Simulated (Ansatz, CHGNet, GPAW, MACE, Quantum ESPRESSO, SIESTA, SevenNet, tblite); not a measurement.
# tblite runs on random packing of B (63 atoms)

Aim: run random packing of B (63 atoms) in tblite and see how near its forces come to a plane-wave reference, and at what cost.

Program: tblite 0.8.0. Level of theory: the method is named at each step. Results are calculated unless marked as measured.

### Step 1. The starting structure

The cell holds 63 atoms: 63 B. Its edges and angles: a = 8.151 Å, b = 8.151 Å, c = 8.151 Å, α = 90.0°, β = 90.0°, γ = 90.0°. 63 atoms (63 B) packed at random in a cube at 2.09 g/cm³ and pushed apart as soft spheres; a start for melting by ab initio MD, not an equilibrated structure. Then every atom was moved at random, 0.05 Å r.m.s. a Cartesian component.

The yardstick, on the same geometry:

| Property | Result |
| --- | --- |
| method | Kohn-Sham DFT, PBE, SSSP efficiency 1.3.0 pseudopotentials, plane waves (Quantum ESPRESSO 7.5); sssp-pbe-1.3.0-efficiency, cutoffs 45/360 Ry, Γ point |
| r.m.s. force component | 1.274 eV/Å |
| longest force | 6.793 eV/Å |
| pressure | -20.87 GPa |
| time | 27 s on 2 MPI ranks of Arm Neoverse V2, shared host |
| CPU time | 53 s |

### Step 2. GFN1-xTB

Method: GFN1-xTB tight binding, diagonalisation.

The input, run.py:

```python
import numpy as np
from ase.io import read
from tblite.ase import TBLite

atoms = read("structure.xyz")
atoms.calc = TBLite(method="GFN1-xTB", electronic_temperature=580, accuracy=1.0, max_iterations=250, mixer_damping=0.1, verbosity=1)
energy = atoms.get_potential_energy()
forces = atoms.get_forces()
print(f"energy {energy:.6f} eV")
print("forces (eV/A)")
for i, (a, f) in enumerate(zip(atoms, forces)):
    print(f"{i:4d} {a.symbol:2s} {f[0]:10.5f} {f[1]:10.5f} {f[2]:10.5f}")
stress = -atoms.get_stress(voigt=False) * 160.21766
print("stress (GPa, compression positive)")
for row in stress:
    print(" ".join(f"{x:10.4f}" for x in row))
print("charges (e)")
print(np.array2string(atoms.get_charges(), precision=4, suppress_small=True, max_line_width=110, threshold=100000))
```

The input, structure.xyz:

```xyz
63
Lattice="8.15130 0.00000 0.00000 0.00000 8.15130 0.00000 0.00000 0.00000 8.15130" Properties=species:S:1:pos:R:3 pbc="T T T"
B 5.95933 5.97344 4.78400
B 1.29043 5.25343 7.27618
B 4.74968 0.37227 6.34579
B 7.92526 5.66149 8.10280
B 6.47890 3.16792 6.27047
B 4.08820 5.57255 4.59472
B 1.45786 0.76394 0.53106
B 0.42933 3.27878 4.06187
B 6.40643 2.96789 0.02951
B 5.95909 6.50042 0.72685
B 3.12317 2.05054 3.22164
B 1.95925 7.41059 5.39714
B 7.47539 4.73110 5.39820
B 1.54516 2.18708 1.97074
B 3.95729 5.81220 0.67468
B 0.13417 7.79916 0.29736
B 7.48721 5.34424 3.96324
B 5.18186 2.15594 5.92779
B 5.84921 4.76020 0.78049
B 4.17640 1.96300 7.75034
B 2.54484 2.02429 6.35899
B 2.98321 5.29981 7.02259
B 0.09912 1.39876 1.75098
B 5.97996 1.75180 3.87578
B 1.03285 6.48037 4.20191
B 4.52038 3.92990 1.61510
B 3.15349 7.03694 7.55960
B 7.08364 0.81081 7.88060
B 4.74830 1.89599 2.18292
B 6.70550 7.99667 5.01688
B 5.68716 0.17305 3.36404
B 3.00913 5.11087 2.54321
B 0.83347 8.02911 3.12439
B 0.10915 6.03718 5.87489
B 1.88238 6.73143 2.63548
B 4.80568 7.84489 1.68096
B 1.60825 3.19906 7.86421
B 7.36046 0.94392 3.87260
B 7.98452 5.90496 1.71846
B 4.72718 3.64771 4.78123
B 6.00229 4.47368 3.95558
B 6.62603 2.38841 1.95566
B 1.99438 3.58103 3.12985
B 3.00987 2.05502 1.00457
B 7.30813 7.41418 6.42746
B 5.35337 0.63971 0.04059
B 2.09488 6.13410 0.54361
B 5.14176 6.24227 7.06489
B 3.69555 0.05926 3.90879
B 3.82239 1.93015 5.15317
B 6.86723 4.60043 7.47393
B 1.99014 0.88980 4.06644
B 1.26435 4.68537 0.73639
B 5.85435 6.16801 2.95509
B 2.36966 5.04451 4.41083
B 2.56627 7.87587 1.43903
[... 3 atom lines left out ...]
B 0.73174 1.74764 5.13027
B 0.06342 4.21153 1.60092
B 7.00156 0.27666 2.08779
B 3.57915 6.98020 5.50816
```

Launch:

```bash
> OMP_NUM_THREADS=1 python run.py > output.txt
```

The log of the run:

```text
------------------------------------------------------------
  cycle        total energy    energy error   density error
------------------------------------------------------------
      1     -87.12984602573  -8.7552744E+01   8.2700314E-01
      2     -87.18256768199  -5.2721656E-02   7.4260535E-01
      3     -87.07218654948   1.1038113E-01   1.1200823E-01
      4     -87.17593680084  -1.0375025E-01   4.8541845E-02
      5     -87.19933321300  -2.3396412E-02   1.7589813E-02
      6     -87.20076430788  -1.4310949E-03   9.4708803E-03
      7     -87.20131695337  -5.5264549E-04   2.3889501E-03
      8     -87.20134971495  -3.2761578E-05   1.3499792E-03
      9     -87.20136115080  -1.1435851E-05   5.1516728E-04
     10     -87.20136217426  -1.0234598E-06   2.6070001E-04
     11     -87.20136252063  -3.4636572E-07   1.0474346E-04
     12     -87.20136257369  -5.3059722E-08   5.4721751E-05
     13     -87.20136258073  -7.0424875E-09   3.3110034E-05
     14     -87.20136258223  -1.4993731E-09   1.9348926E-05
------------------------------------------------------------
 total:                                   0.834 sec
energy -2372.869939 eV
forces (eV/A)
   0 B    -1.29483    3.05021   -0.37824
   1 B     0.99420    1.26440   -2.33925
   2 B     0.22782   -0.80589    0.68509
   3 B     1.00951    1.36706   -0.79348
   4 B     0.58539    0.92802   -0.58469
   5 B    -0.69830   -1.40487    0.70376
   6 B     0.14765   -1.82664   -1.14285
   7 B     0.65765   -0.33417    1.06444
   8 B    -0.24800   -0.66557    1.67428
   9 B    -3.30750   -0.48601    0.87972
  10 B     0.30580   -0.14416   -0.22224
  11 B    -0.60728    0.66502   -0.55172
  12 B    -1.39502   -4.27081    2.54847
  13 B     2.13123    1.67304    0.18166
  14 B     0.05287   -1.65701   -0.71716
  15 B    -0.82292    1.03399   -0.95905
  16 B     1.46409    1.78037   -3.85623
  17 B     2.14656    0.98409    0.99446
  18 B    -3.18328   -0.84359    1.12509
  19 B    -0.18653   -0.35120    1.39524
  20 B    -0.32371    2.87626    0.59055
  21 B     0.82489    0.39698    0.58542
  22 B    -1.24052   -0.49421    0.74750
  23 B    -0.15562    1.52994   -1.26594
[...]
55 B     0.39475   -1.87593   -0.76852
  56 B     1.85138   -2.25300   -0.76289
  57 B     1.04738    0.18599   -0.96860
  58 B     1.13880    0.82293    1.12117
  59 B     0.16029   -0.50439    0.26552
  60 B    -2.66765    0.54320    2.52273
  61 B     1.64538    0.03975    0.99837
  62 B    -0.02718    1.50801    0.61461
stress (GPa, compression positive)
  -10.1200    -0.6777     4.6795
   -0.6777    -7.4036     0.9917
    4.6795     0.9917    -5.6556
charges (e)
[ 0.0531  0.0156  0.0295  0.0629 -0.0454 -0.0256  0.0013  0.0082  0.055   0.0159  0.0164 -0.0039  0.0191
  0.0441  0.0517  0.0156  0.0696 -0.0018  0.0086 -0.0201 -0.0688 -0.0686  0.049   0.0093 -0.0687 -0.1056
  0.0338  0.0172  0.0078 -0.0313  0.024  -0.0419  0.0207 -0.0061  0.0172 -0.0433 -0.0361  0.0133 -0.0674
 -0.0014  0.0247 -0.0622 -0.058   0.0496 -0.0488 -0.0465  0.0764 -0.0486  0.0642  0.0421  0.0236 -0.0326
  0.0489 -0.01    0.0521 -0.0543 -0.02   -0.038   0.0902 -0.0489 -0.0464  0.0389 -0.0196]
```

It took 1.3 s on 1 thread of Arm Neoverse V2, shared host; peak memory 0.1 GiB.

Banners, paths, timers and routine set-up lines are dropped from the logs unmarked, and long logs keep their key lines alone; longer cuts are marked.

Numbers from this run, and their distance from the reference:

```
r.m.s. force component                  : 1.298 eV/Å
r.m.s. difference of force components   : 661.3 meV/Å
longest difference of force vectors     : 2143 meV/Å
force difference over r.m.s. force      : 51.91 %
slope of forces against the reference's : 0.8843
correlation of force components         : 0.8679
pressure                                : -7.726 GPa
pressure difference                     : 13.15 GPa
```

Local excerpt of 11 atoms (numbers count through the whole input) about B39, picked at random; x, y, z are measured from there.

```csv
atom,x,y,z,distance (Å),Mulliken charge (e),Fx,Fy,Fz (eV/Å)
B39,0.00,0.00,0.00,0.00,-0.07,-1.20,-0.48,0.99
B61,0.23,-1.69,-0.12,1.71,-0.05,-2.67,0.54,2.52
B4,-0.06,-0.24,-1.77,1.78,0.06,1.01,1.37,-0.79
B53,1.43,-1.22,-0.98,2.12,0.05,2.09,-0.62,-0.71
B10,-2.03,0.60,-0.99,2.33,0.02,-3.31,-0.49,0.88
B17,-0.50,-0.56,2.24,2.37,0.07,1.46,1.78,-3.86
B16,0.30,1.89,-1.42,2.39,0.02,-0.82,1.03,-0.96
B35,2.05,0.83,0.92,2.39,0.02,0.61,0.26,-2.35
B54,-2.13,0.26,1.24,2.48,-0.01,0.46,-0.32,0.45
B47,2.26,0.23,-1.17,2.56,0.08,2.40,1.09,1.12
B19,-2.14,-1.14,-0.94,2.60,0.01,-3.18,-0.84,1.13
```

Atoms are counted from 1 here, from 0 in the log.

Forces lie 52 % from the reference's, at 0.025 times its CPU time (on 1 against 2 cores).

### Step 3. GFN2-xTB

Method: GFN2-xTB tight binding, diagonalisation.

Edit run.py of step 2 so:

```diff
@@ -5,3 +5,3 @@
 atoms = read("structure.xyz")
-atoms.calc = TBLite(method="GFN1-xTB", electronic_temperature=580, accuracy=1.0, max_iterations=250, mixer_damping=0.1, verbosity=1)
+atoms.calc = TBLite(method="GFN2-xTB", electronic_temperature=580, accuracy=1.0, max_iterations=250, mixer_damping=0.1, verbosity=1)
 energy = atoms.get_potential_energy()
```

structure.xyz is that of step 2.

The log of the run:

```text
------------------------------------------------------------
  cycle        total energy    energy error   density error
------------------------------------------------------------
      1     -69.49962086765  -6.9917087E+01   5.5538766E-01
      2     -70.07802217942  -5.7840131E-01   4.9028776E-01
      3     -69.38248761331   6.9553457E-01   1.9046017E-01
      4     -70.88833254488  -1.5058449E+00   8.5724809E-02
      5     -71.15518311341  -2.6685057E-01   7.1970000E-02
      6     -71.12125001141   3.3933102E-02   6.1793969E-02
      7     -71.15138233593  -3.0132325E-02   3.4262606E-02
      8     -71.17102032919  -1.9637993E-02   1.0782578E-02
      9     -71.17598064683  -4.9603176E-03   5.9501221E-03
     10     -71.17721051983  -1.2298730E-03   4.8697000E-03
     11     -71.17726604944  -5.5529608E-05   4.0776680E-03
     12     -71.17730250902  -3.6459582E-05   2.0869732E-03
[...]
22     -71.17760970071  -2.5611126E-07   1.7260177E-04
     23     -71.17760998458  -2.8387696E-07   6.8475641E-05
     24     -71.17761008345  -9.8871297E-08   3.1990664E-05
     25     -71.17761009086  -7.4015816E-09   2.6724335E-05
     26     -71.17761009347  -2.6151241E-09   1.6108050E-05
------------------------------------------------------------
 total:                                   4.563 sec
energy -1936.841425 eV
forces (eV/A)
   0 B    -1.12046    2.28815   -0.12011
   1 B     1.32383    1.12637   -1.45584
   2 B     0.29641   -0.73181    0.34218
   3 B     1.24153    0.76040   -0.77648
   4 B     0.72431    1.09732   -0.13117
   5 B    -0.80897   -1.39543    0.70154
   6 B     0.49578   -1.79542   -0.22869
   7 B     1.11557   -0.27717    1.25126
   8 B     0.44451    0.17718    0.75802
   9 B    -3.52278   -0.97846    0.77477
  10 B    -0.14339    0.09613   -0.34650
  11 B    -0.69799    0.72768   -0.35444
[...]
58 B     0.65076    0.75211    0.90557
  59 B     0.37477    0.06144   -0.22851
  60 B    -2.51847    0.71552    2.23994
  61 B     2.10702    0.79431    1.41466
  62 B    -0.25037    1.13594    0.33553
stress (GPa, compression positive)
   14.8308    -1.2686     4.9914
   -1.2686    17.9367     2.0023
    4.9914     2.0023    21.3735
charges (e)
[ 0.0329  0.0065  0.0036  0.0345 -0.0312 -0.0181  0.01    0.0054  0.0248  0.0097  0.0117 -0.0128  0.0115
  0.0311  0.0162  0.0123  0.0385  0.0041 -0.0035 -0.0187 -0.0262 -0.0383  0.0245  0.0116 -0.0398 -0.059
  0.0161  0.0051  0.0042 -0.0227  0.0173 -0.0252  0.018  -0.0052  0.0038 -0.0198 -0.0257  0.0121 -0.024
 -0.0057  0.0093 -0.0281 -0.0225  0.0177 -0.0206 -0.0104  0.0399 -0.0332  0.0143  0.0348  0.0138 -0.0162
  0.0266 -0.0024  0.0209 -0.018  -0.003  -0.029   0.0366 -0.0235 -0.023   0.0326 -0.0063]
```

Elapsed: 5 s, on 1 thread; peak memory 0.1 GiB.

Against the reference:

* r.m.s. force component: 1.234 eV/Å
* r.m.s. difference of force components: 738.1 meV/Å
* longest difference of force vectors: 2305 meV/Å
* force difference over r.m.s. force: 57.93 %
* slope of forces against the reference's: 0.801
* correlation of force components: 0.8272
* pressure: 18.05 GPa
* pressure difference: 38.92 GPa

Against the first run (52 %), the force difference from the reference is 58 %, at 3.8 times the CPU time (26 SCF steps against 14).

### Step 4. The ladder

Differences are against the plane-wave reference, forces as r.m.s. over components; share is that over the reference's r.m.s. force, slope the least-squares factor from reference forces to these. Total energies of different programs have different zeros and aren't compared.

| run | Δ force, r.m.s. (meV/Å) | share (%) | slope | Δ pressure (GPa) | cores | CPU time | memory (GiB) |
| --- | --- | --- | --- | --- | --- | --- | --- |
| reference | - | - | - | - | 2 | 53 s | 0.96 |
| tblite GFN1-xTB | 661 | 51.9 | 0.884 | 13.1 | 1 | 1.3 s | 0.1 |
| tblite GFN2-xTB | 738 | 57.9 | 0.801 | 38.9 | 1 | 5 s | 0.1 |

CPU time is summed over cores on a shared host, where runs went side by side, so it is rough. Symmetry, cutoffs, thresholds, outputs and thread counts weren't matched or tuned between programs; memory under MPI is the largest rank's times the ranks.

### Step 5. What came out

```json
{"nearest in forces": "tblite GFN1-xTB, 52 %", "its CPU time": "1.3 s"}
```

**Reading.** Tight binding differs by 52 % (tblite GFN1-xTB) to 58 % (tblite GFN2-xTB); it is another model, with fitted parameters of its own, and the xTB methods hold dispersion. Of the electronic-structure runs that take under half the reference's CPU time, tblite GFN1-xTB comes nearest, at 52 % in 1.3 s against 53 s; its pressure misses by +13.1 GPa. Periodic xTB results under one method name differ between programs and library versions. The reference's pressure holds the uncorrected Pulay stress of its 45 Ry basis, so small pressure differences, and their order, may be the reference's own error. The electron count is odd in QE PBE, sssp-1.3.0-efficiency, 45/360 Ry, and they have no spin polarisation, so the unpaired electron is spread evenly over both spins. The reference's stress is far from hydrostatic: its diagonal is -17.0, -20.7, -24.9 GPa, compression counted positive. The reference's pressure of -21 GPa says that the cell would shrink at this level of theory. The electronic-structure runs sample only Γ, in a cell whose shortest periodic width is 8 Å, which is coarse for a cell with partly filled levels.

[Also dropped from logs without a mark: logging warnings of Python, and SIESTA's first energy breakdown and zero terms.]

[Logs are printed without paths, hosts, clocks, repeated set-up lines and the standing remarks that a program may print on its own settings, such as how far it seeks lower states.]

[Hosts, paths, dates, database ids (printed as entryN), source tags and the programs' standing remarks are cut or masked in the printed files.]
